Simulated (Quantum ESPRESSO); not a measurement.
**SiNi: which magnetic order is lowest**

Aim: find out which collinear order of SiNi costs least.

Program: Quantum ESPRESSO 7.5. Level of theory: PBE; plane waves with GBRV 1.5 PBE potentials, no spin-orbit coupling. Results are calculated unless marked as measured.

This is a report of a sequence of runs, with most program output left out.

### Step 1. Starting point

Symmetry: Pnma, No. 62, orthorhombic system. Conventional cell: a = 5.173 Å, b = 3.338 Å, c = 5.605 Å, α = 90.00°, β = 90.00°, γ = 90.00°. Si has 6 Ni at 2.28 to 2.40 Å nearest. Nearest to Ni lie 6 Si at 2.28 to 2.40 Å. Farther neighbours are not listed.

The cell comes from the Crystallography Open Database.

### Step 2. Start 1: ferro ++++

The signs are those of the starting moments on the seeded atoms, the atoms that are given a moment.

File pw.in:

```
&CONTROL
  calculation = 'scf'
  prefix = 'pwscf'
  outdir = './tmp'
  pseudo_dir = './pseudo'
  disk_io = 'nowf'
/
&SYSTEM
  ibrav = 0
  celldm(1) = 8
  nat = 8
  ntyp = 2
  ecutwfc = 40
  ecutrho = 280
  nbnd = 59
  occupations = 'smearing'
  smearing = 'fd'
  degauss = 0.00367493
  nspin = 2
  starting_magnetization(1) = 0
  starting_magnetization(2) = 0.0556
/
&ELECTRONS
  conv_thr = 1.6d-08
  electron_maxstep = 150
  mixing_beta = 0.3
/
ATOMIC_SPECIES
Si     28.0850 si_pbe_v1.uspp.F.UPF
Ni     58.6934 ni_pbe_v1.4.uspp.F.UPF
CELL_PARAMETERS alat
   1.2219677769127    0.0000000000000    0.0000000000000
   0.0000000000000    0.7885118470767    0.0000000000000
   0.0000000000000    0.0000000000000    1.3239657444894
ATOMIC_POSITIONS crystal
Si      0.3212800000    0.7500000000    0.0825000000
Si      0.1787200000    0.2500000000    0.5825000000
Si      0.8212800000    0.7500000000    0.4175000000
Si      0.6787200000    0.2500000000    0.9175000000
Ni      0.0077900000    0.2500000000    0.1875200000
Ni      0.4922100000    0.7500000000    0.6875200000
Ni      0.5077900000    0.2500000000    0.3124800000
Ni      0.9922100000    0.7500000000    0.8124800000
K_POINTS automatic
6 10 6 0 0 0
```

The run is started by

```
$ OMP_NUM_THREADS=1 mpirun -n 4 pw.x -nk 4 -in pw.in > pw.out
```

Wall time 2.9 min (4 MPI ranks of Intel Xeon 6975P-C (Granite Rapids), shared host); peak memory 1 GiB; 12 min of CPU time.

The spin moment in the atom's sphere vanishes on all atoms.

This step gave:

```
smearing term TS       : 0.01797 eV
magnetization          : 0 μB
absolute magnetization : 0 μB
final state            : non-magnetic
```

### Step 3. Run 2, typed as antiferro +−−+

Edit pw.in of step 2 so:

```diff
@@ -11,6 +11,6 @@
   nat = 8
-  ntyp = 2
+  ntyp = 3
   ecutwfc = 40
   ecutrho = 280
-  nbnd = 59
+  nbnd = 57
   occupations = 'smearing'
@@ -21,2 +21,3 @@
   starting_magnetization(2) = 0.0556
+  starting_magnetization(3) = -0.0556
 /
@@ -29,3 +30,4 @@
 Si     28.0850 si_pbe_v1.uspp.F.UPF
-Ni     58.6934 ni_pbe_v1.4.uspp.F.UPF
+Ni1    58.6934 ni_pbe_v1.4.uspp.F.UPF
+Ni2    58.6934 ni_pbe_v1.4.uspp.F.UPF
 CELL_PARAMETERS alat
@@ -39,6 +41,6 @@
 Si      0.6787200000    0.2500000000    0.9175000000
-Ni      0.0077900000    0.2500000000    0.1875200000
-Ni      0.4922100000    0.7500000000    0.6875200000
-Ni      0.5077900000    0.2500000000    0.3124800000
-Ni      0.9922100000    0.7500000000    0.8124800000
+Ni1     0.0077900000    0.2500000000    0.1875200000
+Ni2     0.4922100000    0.7500000000    0.6875200000
+Ni2     0.5077900000    0.2500000000    0.3124800000
+Ni1     0.9922100000    0.7500000000    0.8124800000
 K_POINTS automatic
```

Wall time 3.4 min (4 MPI ranks); peak memory 1.1 GiB.

The spin moment in the atom's sphere vanishes on all atoms.

This step gave:

* smearing term TS: 0.01797 eV
* magnetization: 0 μB
* absolute magnetization: 0 μB
* final state: non-magnetic

### Step 4. Start 3: antiferro ++−−

Edit pw.in of step 3 so:

```diff
@@ -42,5 +42,5 @@
 Ni1     0.0077900000    0.2500000000    0.1875200000
-Ni2     0.4922100000    0.7500000000    0.6875200000
+Ni1     0.4922100000    0.7500000000    0.6875200000
 Ni2     0.5077900000    0.2500000000    0.3124800000
-Ni1     0.9922100000    0.7500000000    0.8124800000
+Ni2     0.9922100000    0.7500000000    0.8124800000
 K_POINTS automatic
```

Elapsed: 3.5 min, on 4 MPI ranks; peak memory 0.95 GiB.

The spin moment in the atom's sphere vanishes on all atoms.

Read from the output:

| Quantity | Value |
| --- | --- |
| smearing term TS | 0.01797 eV |
| magnetization | 0 μB |
| absolute magnetization | 0 μB |
| final state | non-magnetic |

### Step 5. Run 4, typed as antiferro +−+−

Edit pw.in of step 4 so:

```diff
@@ -42,4 +42,4 @@
 Ni1     0.0077900000    0.2500000000    0.1875200000
-Ni1     0.4922100000    0.7500000000    0.6875200000
-Ni2     0.5077900000    0.2500000000    0.3124800000
+Ni2     0.4922100000    0.7500000000    0.6875200000
+Ni1     0.5077900000    0.2500000000    0.3124800000
 Ni2     0.9922100000    0.7500000000    0.8124800000
```

Run time: 4.2 min. Hardware: 4 MPI ranks; peak memory 0.91 GiB; 17 min of CPU time.

Numbers from this step:

```yaml
smearing_term_ts: 0.01797 eV
magnetization: 0 μB
absolute_magnetization: 0 μB
final_state: non-magnetic
largest_moment: 0 μB
```

### Step 6. Run 5, typed as ferri +++−

Edit pw.in of step 5 so:

```diff
@@ -14,3 +14,3 @@
   ecutrho = 280
-  nbnd = 57
+  nbnd = 58
   occupations = 'smearing'
@@ -42,3 +42,3 @@
 Ni1     0.0077900000    0.2500000000    0.1875200000
-Ni2     0.4922100000    0.7500000000    0.6875200000
+Ni1     0.4922100000    0.7500000000    0.6875200000
 Ni1     0.5077900000    0.2500000000    0.3124800000
```

The job ended after 5.2 min (4 MPI ranks; peak memory 1.1 GiB).

Read from the output:

```yaml
smearing_term_ts: 0.01797 eV
magnetization: 0 μB
absolute_magnetization: 0 μB
final_state: non-magnetic
largest_moment: 0 μB
```

### Step 7. Run 6 (no spin polarisation)

File pw.in:

```
&CONTROL
  calculation = 'scf'
  prefix = 'pwscf'
  outdir = './tmp'
  pseudo_dir = './pseudo'
  disk_io = 'nowf'
/
&SYSTEM
  ibrav = 0
  celldm(1) = 8
  nat = 8
  ntyp = 2
  ecutwfc = 40
  ecutrho = 280
  nbnd = 57
  occupations = 'smearing'
  smearing = 'fd'
  degauss = 0.00367493
/
&ELECTRONS
  conv_thr = 1.6d-08
  electron_maxstep = 150
  mixing_beta = 0.3
/
ATOMIC_SPECIES
Si     28.0850 si_pbe_v1.uspp.F.UPF
Ni     58.6934 ni_pbe_v1.4.uspp.F.UPF
CELL_PARAMETERS alat
   1.2219677769127    0.0000000000000    0.0000000000000
   0.0000000000000    0.7885118470767    0.0000000000000
   0.0000000000000    0.0000000000000    1.3239657444894
ATOMIC_POSITIONS crystal
Si      0.3212800000    0.7500000000    0.0825000000
Si      0.1787200000    0.2500000000    0.5825000000
Si      0.8212800000    0.7500000000    0.4175000000
Si      0.6787200000    0.2500000000    0.9175000000
Ni      0.0077900000    0.2500000000    0.1875200000
Ni      0.4922100000    0.7500000000    0.6875200000
Ni      0.5077900000    0.2500000000    0.3124800000
Ni      0.9922100000    0.7500000000    0.8124800000
K_POINTS automatic
6 10 6 0 0 0
```

It took 2.5 min on 4 MPI ranks; peak memory 0.7 GiB.

Numbers from this step:

```yaml
smearing_term_ts: 0.01797 eV
final_state: non-magnetic (no spin polarisation)
```

### Step 8. A faulty input

As a test, an input with a fault in it is run.

Edit pw.in of step 7 so:

```diff
@@ -9,8 +9,7 @@
   ibrav = 0
-  celldm(1) = 8
   nat = 8
   ntyp = 2
-  ecutwfc = 40
+  ecutwfc = 8
   ecutrho = 280
-  nbnd = 57
+  nbnd = 59
   occupations = 'smearing'
@@ -18,2 +17,5 @@
   degauss = 0.00367493
+  nspin = 2
+  starting_magnetization(1) = 0
+  starting_magnetization(2) = 0.0556
 /
@@ -21,3 +23,3 @@
   conv_thr = 1.6d-08
-  electron_maxstep = 150
+  electron_maxstep = 100
   mixing_beta = 0.3
@@ -27,6 +29,6 @@
 Ni     58.6934 ni_pbe_v1.4.uspp.F.UPF
-CELL_PARAMETERS alat
-   1.2219677769127    0.0000000000000    0.0000000000000
-   0.0000000000000    0.7885118470767    0.0000000000000
-   0.0000000000000    0.0000000000000    1.3239657444894
+CELL_PARAMETERS angstrom
+   5.1731000000    0.0000000000    0.0000000000
+   0.0000000000    3.3381000000    0.0000000000
+   0.0000000000    0.0000000000    5.6049000000
 ATOMIC_POSITIONS crystal
```

Wall time 29 s (4 MPI ranks); peak memory 0.51 GiB.

The run converged, but its input is faulty, so its numbers are not to be trusted.

The fault in the input: a cutoff far too low.

### Step 9. Energies of the orders

An order is kept where moments of 0.15 μB or more survive with the typed signs; meshes match where a doubled cell samples the same k points as the first cell.

Orders:

| start | final state | typed order kept | energy over the lowest (meV a seeded atom) | largest site moment (μB) | net moment (μB a cell of the first run) | mesh matched | CPU time (s) |
| --- | --- | --- | --- | --- | --- | --- | --- |
| ferro ++++ | non-magnetic | no | 0.03221 | 0 | 0 | yes | 694.3 |
| antiferro +--+ | non-magnetic | no | 0.03224 | 0 | 0 | yes | 803.4 |
| antiferro ++-- | non-magnetic | no | 0.0322 | 0 | 0 | yes | 846.4 |
| antiferro +-+- | non-magnetic | no | 0.0322 | 0 | 0 | yes | 998.8 |
| ferri +++- | non-magnetic | no | 0.0322 | 0 | 0 | yes | 1249 |
| no spin polarisation | non-magnetic | - | 0 | 0 | 0 | yes | 599.3 |

### Step 10. Outcome

| Item | Value |
| --- | --- |
| lowest state found | non-magnetic (from ferro ++++, antiferro +--+, antiferro ++--, antiferro +-+-, ferri +++- and no spin polarisation) |
| largest site moment | 0 μB |

In words: The lowest state carries no moment, and no start kept one. This is the lowest of 6 collinear or spinless starts, no proof of the ground state.

[Logs and program files are shortened in this print: banners, set-up blocks, solver, clock and traceback lines can be left out without a mark of their own.]

[Logs are printed without paths, hosts, clocks, repeated set-up lines and the standing remarks that a program may print on its own settings, such as how far it seeks lower states.]

[Hosts, paths, dates, database ids (printed as entryN), source tags and the programs' standing remarks are cut or masked in the printed files.]

[Where a cell is said to come from a database of computed structures, the database is the Materials Project.]
